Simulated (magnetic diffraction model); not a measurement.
# TmAlNiSn3: what an assumed order does to the neutron pattern

Space group Cmmm (no. 65), a = 4.2930 Å, b = 27.5560 Å, c = 4.5090 Å.

```
site  atom    x       y    z
  4j    Tm    0  0.8048  1/2
  4i    Sn    0  0.8901    0
  4i    Sn    0  0.7116    0
  4j    Sn    0  0.6084  1/2
  4i    Ni    0  0.5505    0
  2c    Al  1/2       0  1/2
  2a    Al    0       0    0
```

The compound is invented for this exercise: a known structure type with other elements, its cell scaled to their sizes and not relaxed.

Only Tm is taken to order (form factors of Tm3+); orders and moment sizes are assumed, and not adapted to the symmetry. Radiation: neutrons of λ = 2.41 Å, 5° to 65°; isotropic B of 0.46 Å² (Tm), 0.48 Å² (Sn), 0.81 Å² (Ni) and 0.67 Å² (Al). Simulated constant-wavelength pattern: nuclear and magnetic terms add, the magnetic one as |2.695 fm × Σ f S⊥ exp(2πi Q·r) exp(−B s²)|², summed over all Q at one angle with the factor 1/(sin²θ cos θ). For collinear order S is the moment m, which repeats by lattice and centring translations R with the sign exp(−2πi k·R). Free-ion form factors, Sears's scattering lengths of 1992, no absorption; a label names one of the reflections at its angle. The strongest nuclear line in the range is 100, and lines under 0.2 are left out.

Assume the order k = (0 0 3/2), collinear moments along [100], 5.1 μB on Tm; signs + at (0, 0.8048, 1/2), − at (1/2, 0.6952, 1/2).

Predict the pattern, nuclear and magnetic parts apart.

| 2θ (°) | index | nuclear | magnetic |
| --- | --- | --- | --- |
| 10.04 | (0 2 0) | 14.0 | 0.0 |
| 18.38 | (0 2 1/2) | 0.0 | 59.9 |
| 25.43 | (0 4 1/2) | 0.0 | 73.7 |
| 30.42 | (0 6 0) | 2.8 | 0.0 |
| 31.00 | (0 0 1) | 13.0 | 0.0 |
| 32.66 | (0 2 1) | 17.4 | 0.0 |
| 33.01 | (1 1 0) | 20.6 | 0.0 |
| 34.25 | (0 6 1/2) | 0.0 | 32.1 |
| 36.10 | (1 3 0) | 14.3 | 0.0 |
| 36.59 | (1 1 1/2) | 0.0 | 12.8 |
| 37.25 | (0 4 1) | 5.5 | 0.0 |
| 39.44 | (1 3 1/2) | 0.0 | 5.0 |
| 40.95 | (0 8 0) | 2.2 | 0.0 |
| 41.69 | (1 5 0) | 0.3 | 0.0 |
| 43.98 | (0 8 1/2) | 0.0 | 3.5 |
| 43.99 | (0 6 1) | 7.9 | 0.0 |
| 44.67 | (1 5 1/2) | 0.0 | 0.5 |
| 48.30 | (1 3 1) | 0.9 | 0.0 |
| 48.45 | (0 2 3/2) | 0.0 | 8.1 |
| 49.08 | (1 7 0) | 8.2 | 0.0 |
| 51.73 | (1 7 1/2) | 0.0 | 11.4 |
| 51.86 | (0 10 0) | 13.1 | 0.0 |
| 51.87 | (0 4 3/2) | 0.0 | 16.8 |
| 52.24 | (0 8 1) | 1.6 | 0.0 |
| 52.84 | (1 5 1) | 100.0 | 0.0 |
| 54.42 | (0 10 1/2) | 0.0 | 1.4 |
| 57.25 | (0 6 3/2) | 0.0 | 10.9 |
| 57.82 | (1 9 0) | 2.4 | 0.0 |
| 58.85 | (1 1 3/2) | 0.0 | 15.9 |
| 59.19 | (1 7 1) | 86.3 | 0.0 |
| 60.20 | (1 9 1/2) | 0.0 | 17.5 |
| 60.88 | (1 3 3/2) | 0.0 | 4.5 |
| 61.66 | (0 10 1) | 13.7 | 0.0 |
| 63.30 | (0 12 0) | 15.1 | 0.0 |
| 64.29 | (0 8 3/2) | 0.0 | 1.6 |
| 64.62 | (0 0 2) | 62.4 | 0.0 |
| 64.82 | (1 5 3/2) | 0.0 | 0.4 |

The strongest magnetic line in the range is (0 4 1/2) at 25.43° (73.7). On top of the Lorentz factor, which all lines share, magnetic lines fade with angle because f falls: for Tm3+ it is 0.97, 0.87, 0.75 and 0.49 at sin θ/λ = 0.1, 0.2, 0.3 and 0.5 Å⁻¹, while nuclear lengths stay constant. The order has no net moment.

[Logs are printed without paths, hosts, clocks, repeated set-up lines and the standing remarks that a program may print on its own settings, such as how far it seeks lower states.]
